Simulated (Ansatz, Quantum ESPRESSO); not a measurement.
# Pd(110), 5 layers against a metal electrode: the electrode's level over the Fermi level at a withheld member of a series

**Set-up.** Quantum ESPRESSO 7.5, PBE, GBRV ultrasoft. The slab is relaxed neutral, then held. ESM with bc3: vacuum below and a metal electrode about 6 Å above the top atoms. Cold smearing of 0.02 Ry. Charges are set per cell from the starting area. The slabs take the lattice constants of the bulk relaxed by the same program. The series steps the charge of the slab (positive: electrons removed).

```tsv
charge of the slab	electrode's level over the Fermi level (eV)
1 ×10¹³ e/cm²	5.628
2 ×10¹³ e/cm²	6.494
3 ×10¹³ e/cm²	7.365
4.5 ×10¹³ e/cm²	8.682
6 ×10¹³ e/cm²	10.010
7 ×10¹³ e/cm²	10.899
```

**Question.** What is the electrode's level over the Fermi level at 8 ×10¹³ e/cm²?

By hand: The rows at 6 ×10¹³ e/cm² and 7 ×10¹³ e/cm² give a slope of (10.899 − (10.010))/(7 − (6)) = 0.889, so a straight line gives 11.788 eV. A parabola through these and the row at 4.5 ×10¹³ e/cm² gives 11.791 eV.

What the calculation gave: 11.793 eV. The line misses by −0.005 and the parabola by −0.002 eV. Both misses are under 5 % of the step from the nearer row.

**Limits.** Vacuum fills the gap; ions don't answer the charge; added electrons can spill towards the electrode at the most negative charges. Charges count on the starting cell, which the relaxation changed by some per cent. Members without a usable value, or on the other side of zero field or charge, are not listed.

[Logs are printed without paths, hosts, clocks, repeated set-up lines and the standing remarks that a program may print on its own settings, such as how far it seeks lower states.]
